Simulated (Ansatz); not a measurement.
## Rb3N (model cell, started as anti-ReO3 type): the cell at rest

Wanted: the relaxed cell of Rb3N (model cell, started as anti-ReO3 type).

Main program and level: Ansatz 0.2.0; DFT r2SCAN, scalar-relativistic, plane waves, PAW.

The structure was built from a prototype and need not be the compound's stable phase.

### Step 1. The structure

Symmetry: Pm-3m, No. 221, cubic system. Conventional cell: a = 5.364 Å, b = 5.364 Å, c = 5.364 Å, α = 90.00°, β = 90.00°, γ = 90.00°. N has 6 Rb at 2.68 Å nearest. Nearest to Rb lie 2 N at 2.68 Å. Farther neighbours and most contacts between anions are not listed.

### Step 2. A coarse first look

A quick single point on a coarse mesh tells whether the cell has a gap and how far it is from rest, which sets the k mesh and smearing that follow.

The input, input.yaml:

```yaml
crystal:
  lattice:
    - [5.364, 0.0, 0.0]
    - [0.0, 5.364, 0.0]
    - [0.0, 0.0, 5.364]
  atoms:
    - { symbol: "N", position: [0.0, 0.0, 0.0] }
    - { symbol: Rb, position: [0.5, 0.0, 0.0] }
    - { symbol: Rb, position: [0.0, 0.5, 0.0] }
    - { symbol: Rb, position: [0.0, 0.0, 0.5] }
kpoints:
  mp_grid: { grid: [4, 4, 4] }
hamiltonian:
  xc: r2scan
scf:
  occupations: { method: gaussian, width: 0.1 }
output:
  forces: true
  stress: true
  eigenvalues: true
```

Command:

```
$ ansatz run input.yaml --threads 4 --pin off --max-ram 7168MiB --backend cpu --events-out ev --progress --plain --runs-dir out
```

Numbers of over 12 decimals in the logs are rounded to 6 here.

The log of the run:

```text
Engine: ansatz 0.2.0, aarch64-unknown-linux-gnu
Pseudopotentials: kind: paw
Pseudopotential: N, paw, valence charge 5, recommended cutoff 500 eV (meta_gga), N.paw.azcp
Pseudopotential: Rb, paw, valence charge 9, recommended cutoff 500 eV (meta_gga), Rb.paw.azcp
Functional definition: r2SCAN
  parameter k0 = 0.174
  parameter k1 = 0.065
  parameter a1 = 4.9479
  exchange = r2scan_x(k0 = k0, k1 = k1, a1 = a1)
[...]
P = ⅓ Tr σ = 4.1035 GPa (41.035 kbar)
--- Band table (eV; the first three rows and the last of 10) ---
  k-point 0: bands = [... 12 lower, -7.1158, 3.3948, 5.1076, 5.1076, 5.1076, 6.8603, 6.8603, 8.2298]
  k-point 1: bands = [... 12 lower, -6.4019, 3.7716, 4.5010, 5.0168, 5.0168, 6.4404, 7.3713, 8.2410]
  k-point 2: bands = [... 12 lower, -5.9285, 3.7107, 4.8710, 4.9374, 4.9374, 5.3997, 8.1531, 8.1683]
  k-point 9: bands = [... 12 lower, -5.0574, 3.3561, 3.3561, 3.3561, 5.0653, 7.9433, 7.9433, 7.9433]
[key lines of the parts left out:]
SCF converged after 8 iterations
Free energy (F): -10216.071121 eV
Fermi energy:    4.904813 eV
```

The job ended after 3.6 s (4 threads of Arm Neoverse N1, shared host; peak memory 0.63 GiB).

Numbers from this step:

| Property | Result |
| --- | --- |
| pressure | 4.103 GPa |
| volume per atom | 38.58 Å³ |
| gap on the k-mesh | 0 eV |

The coarse mesh shows no gap and a pressure of 4.1 GPa.

### Step 3. Relaxation, k-mesh 8×8×8

Harmonic phonons are second derivatives at a point where the forces vanish, and they are wanted at zero stress, so atoms and cell are relaxed first.

input.yaml: that of step 2 with these lines changed.

```diff
@@ -11,3 +11,3 @@
 kpoints:
-  mp_grid: { grid: [4, 4, 4] }
+  mp_grid: { grid: [8, 8, 8] }
 hamiltonian:
@@ -20 +20,6 @@
   eigenvalues: true
+relax:
+  adjacent_minimum: "off"
+  f_tol: 0.005
+  max_steps: 80
+  cell: { stress_tol: 0.05 }
```

The log of the run:

```text
[...]
Crystal: 4 atoms, lattice volume = 154.336 Å³
Basis set: ecut = 500 eV, 3887 PW (Γ), exchange–correlation on 160×160×160 points (64 copies of the dense FFT grid, shifted against one another)
Bands: 20, of which v1, the nominal top of the filled ones, is band 16 counted from 1 (15 counted from 0)
Symmetry: 48 space group operations
[...]
k-points: 35 of 512
[...]
SCF iter   1: F=—  HF=-10216.089255 eV  |F-HF|=—  |Δ(HF+E_count)|=         —  Δρ=2.92e-2  dr2=3.81e0  dr2_τ=3.60e-2  ethr=1.77e-3  ⟨swp⟩=7.4  Hψ=4096  notcnv=0
[...]
SCF iter  10: F=-10216.015253 eV  HF=-10216.015253 eV  |F-HF|=2.18e-10  |Δ(HF+E_count)|=  9.28e-10  Δρ=5.23e-7  dr2=5.39e-10  dr2_τ=5.47e-11  ethr=3.13e-10  ⟨swp⟩=5.5  Hψ=3180  notcnv=0
SCF 1 converged in 10 iterations: F = -10216.015253 eV  dr2 = 5.39e-10
[...]
relax step   1: F+E_penalty+E_count = -10216.01525334 eV  Δ(F+E_penalty+E_count) = +0.000e0 eV  max|allowed force component| = 3.024e-29 eV/Å  Δτ_max = 0.0000 Å  P = +4.346 GPa  Ω = 154.336 Å³  (10 SCF iters, dr2 threshold 1.00e-7 eV, accepted)
Crystal: 4 atoms, lattice volume = 178.026 Å³
Basis set: ecut = 500 eV, 4553 PW (Γ), exchange–correlation on 160×160×160 points (64 copies of the dense FFT grid, shifted against one another)
[...]
SCF iter   1: F=—  HF=-10215.890913 eV  |F-HF|=—  |Δ(HF+E_count)|=         —  Δρ=2.05e-2  dr2=2.03e0  dr2_τ=3.03e-1  ethr=3.10e-3  ⟨swp⟩=5.5  Hψ=3208  notcnv=0
[...]
SCF iter  10: F=-10216.431626 eV  HF=-10216.431626 eV  |F-HF|=2.35e-8  |Δ(HF+E_count)|=   1.85e-6  Δρ=5.12e-6  dr2=1.06e-7  dr2_τ=3.66e-9  ethr=1.25e-9  ⟨swp⟩=4.9  Hψ=3646  notcnv=0
SCF 2 converged in 10 iterations: F = -10216.431626 eV  dr2 = 1.06e-7
[...]
relax step   2: F+E_penalty+E_count = -10216.43162614 eV  Δ(F+E_penalty+E_count) = -4.164e-1 eV  max|allowed force component| = 1.775e-30 eV/Å  Δτ_max = 0.0000 Å  P = +1.613 GPa  Ω = 178.026 Å³  energy of the carried Pulay correction = -2.837e-3 eV  (10 SCF iters, dr2 threshold 4.00e-7 eV, accepted)
Crystal: 4 atoms, lattice volume = 195.699 Å³
Basis set: ecut = 500 eV, 4945 PW (Γ), exchange–correlation on 160×160×160 points (64 copies of the dense FFT grid, shifted against one another)
iter 1 solved again at ethr=1.98e-3 eV; its pass at ethr=3.10e-3 eV (dr2=6.33e-1 eV) is discarded
[...]
SCF iter   7: F=-10216.536625 eV  HF=-10216.536625 eV  |F-HF|=1.61e-8  |Δ(HF+E_count)|=   2.36e-7  Δρ=4.64e-6  dr2=1.08e-7  dr2_τ=4.34e-9  ethr=1.25e-9  ⟨swp⟩=4.9  Hψ=3612  notcnv=0
SCF 3 converged in 7 iterations: F = -10216.536625 eV  dr2 = 1.08e-7
[...]
relax step   3: F+E_penalty+E_count = -10216.53662493 eV  Δ(F+E_penalty+E_count) = -1.050e-1 eV  max|allowed force component| = 7.527e-30 eV/Å  Δτ_max = 0.0000 Å  P = +0.407 GPa  Ω = 195.699 Å³  energy of the carried Pulay correction = -4.705e-3 eV  (7 SCF iters, dr2 threshold 4.00e-7 eV, accepted)
[...]
relax step   4: F+E_penalty+E_count = -10216.54558115 eV  Δ(F+E_penalty+E_count) = -8.956e-3 eV  max|allowed force component| = 3.731e-30 eV/Å  Δτ_max = 0.0000 Å  P = +0.057 GPa  Ω = 202.470 Å³  energy of the carried Pulay correction = -5.373e-3 eV  (7 SCF iters, dr2 threshold 4.00e-7 eV, accepted)
[...]
relax step   5: F+E_penalty+E_count = -10216.54568647 eV  Δ(F+E_penalty+E_count) = -1.053e-4 eV  max|allowed force component| = 1.257e-30 eV/Å  Δτ_max = 0.0000 Å  P = +0.004 GPa  Ω = 203.588 Å³  energy of the carried Pulay correction = -5.481e-3 eV  (7 SCF iters, dr2 threshold 8.10e-9 eV, accepted)
[...]
relax step   6: F+E_penalty+E_count = -10216.55718801 eV  Δ(F+E_penalty+E_count) = -1.150e-2 eV  max|allowed force component| = 5.128e-30 eV/Å  Δτ_max = 0.0000 Å  P = +0.059 GPa  Ω = 203.588 Å³  stress off target by 5.89e-2 GPa  SCF on the basis re-selected at this cell (its energy is not comparable with the rows above)  (7 SCF iters)
[...]
relax step   7: F+E_penalty+E_count = -10216.55730312 eV  Δ(F+E_penalty+E_count) = -1.151e-4 eV  max|allowed force component| = 2.419e-29 eV/Å  Δτ_max = 0.0000 Å  P = +0.004 GPa  Ω = 204.844 Å³  energy of the carried Pulay correction = -1.292e-4 eV  (7 SCF iters, dr2 threshold 8.66e-9 eV, accepted)
[...]
SCF iter   1: F=—  HF=-10216.557482 eV  |F-HF|=—  |Δ(HF+E_count)|=         —  Δρ=9.72e-6  dr2=4.92e-8  dr2_τ=8.43e-8  ethr=9.74e-7  ⟨swp⟩=3.1  Hψ=5799  notcnv=0
eigensolver tolerance schedule: the retry pair's looser diagonalisation over-reported the residual by 6333.42 of it (diagonalisation noise at an unbounded share of the residual, at the tolerance the schedule requests for it); recorded, not acted on — ethr = c·dr2/N_el stays at c = 1.0e-1
[...]
SCF iter   2: F=—  HF=-10216.557419 eV  |F-HF|=—  |Δ(HF+E_count)|=   6.34e-5  Δρ=4.97e-6  dr2=3.15e-8  dr2_τ=1.66e-8  ethr=1.54e-10  ⟨swp⟩=3.4  Hψ=1749  notcnv=0
[...]
SCF iter   6: F=-10216.557419 eV  HF=-10216.557419 eV  |F-HF|=2.55e-11  |Δ(HF+E_count)|=  2.55e-11  Δρ=1.19e-7  dr2=3.33e-11  dr2_τ=5.82e-12  ethr=1.00e-12  ⟨swp⟩=3.6  Hψ=3110  notcnv=0
SCF 8 converged in 6 iterations: F = -10216.557419 eV  dr2 = 3.33e-11
relax step   8: F+E_penalty+E_count = -10216.55741886 eV  Δ(F+E_penalty+E_count) = -1.157e-4 eV  max|allowed force component| = 8.069e-30 eV/Å  Δτ_max = 0.0000 Å  P = +0.004 GPa  Ω = 204.844 Å³  stress off target by 3.51e-3 GPa  SCF on the basis re-selected at this cell (its energy is not comparable with the rows above)  (6 SCF iters)
[...]
SCF converged after 6 iterations
Free energy (F): -10216.557419 eV
[...]
Internal energy: -10216.519321 eV  (E = F + TS)
E sigma→0 (E₀):  -10216.538370 eV
Entropy (-TS):   -0.038098 eV (-9.525 meV/atom)
Fermi energy:    3.133644 eV
[...]
--- Stress (GPa, compression-positive) ---
        0.003506      -0.000000       0.000000
       -0.000000       0.003506       0.000000
        0.000000       0.000000       0.003506
  P = ⅓ Tr σ = 0.0035 GPa (0.035 kbar)
--- Band table (eV; the first three rows and the last of 35) ---
  k-point 0: bands = [... 12 lower, -8.8115, 1.8860, 3.2212, 3.2212, 3.2212, 5.1098, 5.1098, 6.5787]
  k-point 1: bands = [... 12 lower, -8.6192, 1.9563, 3.1207, 3.2059, 3.2059, 4.9918, 5.2099, 6.4927]
  k-point 2: bands = [... 12 lower, -8.3615, 2.1268, 2.9395, 3.1702, 3.1702, 4.5978, 5.4901, 6.3441]
  k-point 34: bands = [... 12 lower, -7.5696, 2.1792, 2.1792, 2.1792, 3.6878, 5.4517, 5.4517, 5.4517]
--- Relaxed structure (6 steps of the walk, 6 accepted, 2 SCFs on fresh bases) ---
  F+E_penalty+E_count = -10216.55741886 eV   max|allowed force component| = 8.069e-30 eV/Å   (the final SCF, on the basis selected at the relaxed cell)
  cell:  # Å, volume = 204.8440 Å³
    - [5.894873, 0, 0]
    - [0, 5.894873, 0]
    - [0, 0, 5.894873]
  atoms:
    - { symbol: N, position: [0, 0, 0] }
    - { symbol: Rb, position: [0.500000, 0, 0] }
    - { symbol: Rb, position: [0, 0.500000, 0] }
    - { symbol: Rb, position: [0, 0, 0.500000] }
```

The job ended after 66 s (4 threads; peak memory 0.91 GiB).

Step by step:

```csv
step,energy less that of the first step (eV),largest force component (eV/Å),pressure (GPa),volume (Å³)
1,0.0000,0.0000,4.35,154.34
2,-0.4164,0.0000,1.61,178.03
3,-0.5214,0.0000,0.41,195.70
4,-0.5303,0.0000,0.06,202.47
5,-0.5304,0.0000,0.00,203.59
6*,-0.5419,0.0000,0.06,203.59
7,-0.5421,0.0000,0.00,204.84
8*,-0.5422,0.0000,0.00,204.84
```

Relaxation steps marked * repeat the geometry before them on a plane-wave basis chosen anew for their cell, so energy and pressure can jump there.

Forces are held to the 48 operations that the run works with; a distortion that breaks them can't arise in this run.

```csv
"conventional cell, symmetrised",before,after,change
a (Å),5.364,5.895,+9.9 %
b (Å),5.364,5.895,+9.9 %
c (Å),5.364,5.895,+9.9 %
volume (Å³/atom),38.58,51.21,+32.7 %
```

The relaxed structure:

```xyz
4
Lattice="5.8949 0.0000 0.0000 0.0000 5.8949 0.0000 0.0000 0.0000 5.8949" Properties=species:S:1:pos:R:3 pbc="T T T"
N     0.0000    0.0000    0.0000
Rb    2.9474    0.0000    0.0000
Rb    0.0000    2.9474    0.0000
Rb    0.0000    0.0000    2.9474
```

This step gave:

| Quantity | Value |
| --- | --- |
| pressure | 0.003506 GPa |
| volume per atom | 51.21 Å³ |

In this step the volume went from 38.58 to 51.21 Å³/atom.

### Step 4. Relaxation, k-mesh 6×6×6

The relaxation is repeated from its end, on the mesh and smearing that suit the cell and gap now reached.

input.yaml, the sections that differ from step 3:

```yaml
crystal:
  lattice:
    - [5.8948725053, 0.0, 0.0]
    - [0.0, 5.8948725053, 0.0]
    - [0.0, 0.0, 5.8948725053]
  atoms:
    - { symbol: "N", position: [0.0, 0.0, 0.0] }
    - { symbol: Rb, position: [0.5, 0.0, 0.0] }
    - { symbol: Rb, position: [0.0, 0.5, 0.0] }
    - { symbol: Rb, position: [0.0, 0.0, 0.5] }
kpoints:
  mp_grid: { grid: [6, 6, 6] }
# hamiltonian, scf, output, relax: as in step 3
```

The log of the run:

```text
[...]
Crystal: 4 atoms, lattice volume = 204.844 Å³
Basis set: ecut = 500 eV, 5185 PW (Γ), exchange–correlation on 180×180×180 points (64 copies of the dense FFT grid, shifted against one another)
Bands: 20, of which v1, the nominal top of the filled ones, is band 16 counted from 1 (15 counted from 0)
[... 1 set-up line as in the run before ...]
[...]
k-points: 20 of 216
[...]
--- Relaxed structure (1 steps of the walk, 1 accepted, 1 SCFs on fresh bases) ---
[...]
cell:  # Å, volume = 204.8440 Å³
    - [5.8948725053, 0.0, 0.0]
    - [0.0, 5.8948725053, 0.0]
    - [0.0, 0.0, 5.8948725053]
  atoms:
    - { symbol: N, position: [0.0, 0.0, 0.0] }
    - { symbol: Rb, position: [0.5, 0.0, 0.0] }
    - { symbol: Rb, position: [0.0, 0.5, 0.0] }
    - { symbol: Rb, position: [0.0, 0.0, 0.5] }
[key lines of the parts left out:]
SCF converged after 7 iterations
Free energy (F): -10216.560342 eV
Fermi energy:    3.132384 eV
P = ⅓ Tr σ = -0.0108 GPa (-0.108 kbar)
```

Wall time 14 s (4 threads); peak memory 0.87 GiB; 52 s of CPU time.

Little changed from the start: no atom moved by 0.005 Å and no cell edge by 0.1 %.

This step gave:

```
pressure : -0.01080 GPa
```

In this step the volume went from 51.21 to 51.21 Å³/atom.

### Step 5. Relaxing to small forces for the phonons

Phonons need a cell at rest on their own settings, so the relaxation is repeated with tight tolerances on forces and stress on the k mesh and occupations of the first response run.

input.yaml, the sections that differ from step 4:

```yaml
scf:
  occupations: { method: methfessel_paxton, width: 0.15 }
relax:
  adjacent_minimum: "off"
  f_tol: 0.001
  max_steps: 60
  cell: { stress_tol: 0.01 }
# crystal, kpoints, hamiltonian, output: as in step 4
```

The log of the run:

```text
[...]
Crystal: 4 atoms, lattice volume = 204.844 Å³
Basis set: ecut = 500 eV, 5185 PW (Γ), exchange–correlation on 180×180×180 points (64 copies of the dense FFT grid, shifted against one another)
Bands: 20, of which v1, the nominal top of the filled ones, is band 16 counted from 1 (15 counted from 0)
[... 1 set-up line as in the run before ...]
[...]
k-points: 20 of 216
[...]
--- Relaxed structure (1 steps of the walk, 1 accepted, 1 SCFs on fresh bases) ---
[...]
cell:  # Å, volume = 204.8440 Å³
    - [5.8948725053, 0.0, 0.0]
    - [0.0, 5.8948725053, 0.0]
    - [0.0, 0.0, 5.8948725053]
  atoms:
    - { symbol: N, position: [0.0, 0.0, 0.0] }
    - { symbol: Rb, position: [0.5, 0.0, 0.0] }
    - { symbol: Rb, position: [0.0, 0.5, 0.0] }
    - { symbol: Rb, position: [0.0, 0.0, 0.5] }
[key lines of the parts left out:]
SCF converged after 8 iterations
Free energy (F): -10216.545906 eV
Fermi energy:    3.140773 eV
P = ⅓ Tr σ = -0.0062 GPa (-0.062 kbar)
```

The job ended after 14 s (4 threads; peak memory 0.86 GiB).

Little changed from the start: no atom moved by 0.005 Å and no cell edge by 0.1 %.

This step gave:

* pressure: -0.006227 GPa

The forces vanish by symmetry and the pressure is -0.006 GPa, within the tolerances set. The cell now holds 51.21 Å³/atom.

### Step 6. Summary of results

```yaml
space_group_after_relaxation_within_0p01_a: Pm-3m
lattice_constant_a: 5.895 Å
lattice_constant_b: 5.895 Å
lattice_constant_c: 5.895 Å
volume_per_atom: 51.2 Å³
```

What this shows: The forces vanish by symmetry and the pressure is -0.006 GPa, within the tolerances set. The cell now holds 51.21 Å³/atom. The relaxation keeps the symmetry of its start, so it says nothing on stability against lower symmetry. The starting cell was built on a prototype and not taken from a measurement, so the phase need not exist.

[Logs are printed without paths, hosts, clocks, repeated set-up lines and the standing remarks that a program may print on its own settings, such as how far it seeks lower states.]

[Hosts, paths, dates, database ids (printed as entryN), source tags and the programs' standing remarks are cut or masked in the printed files.]
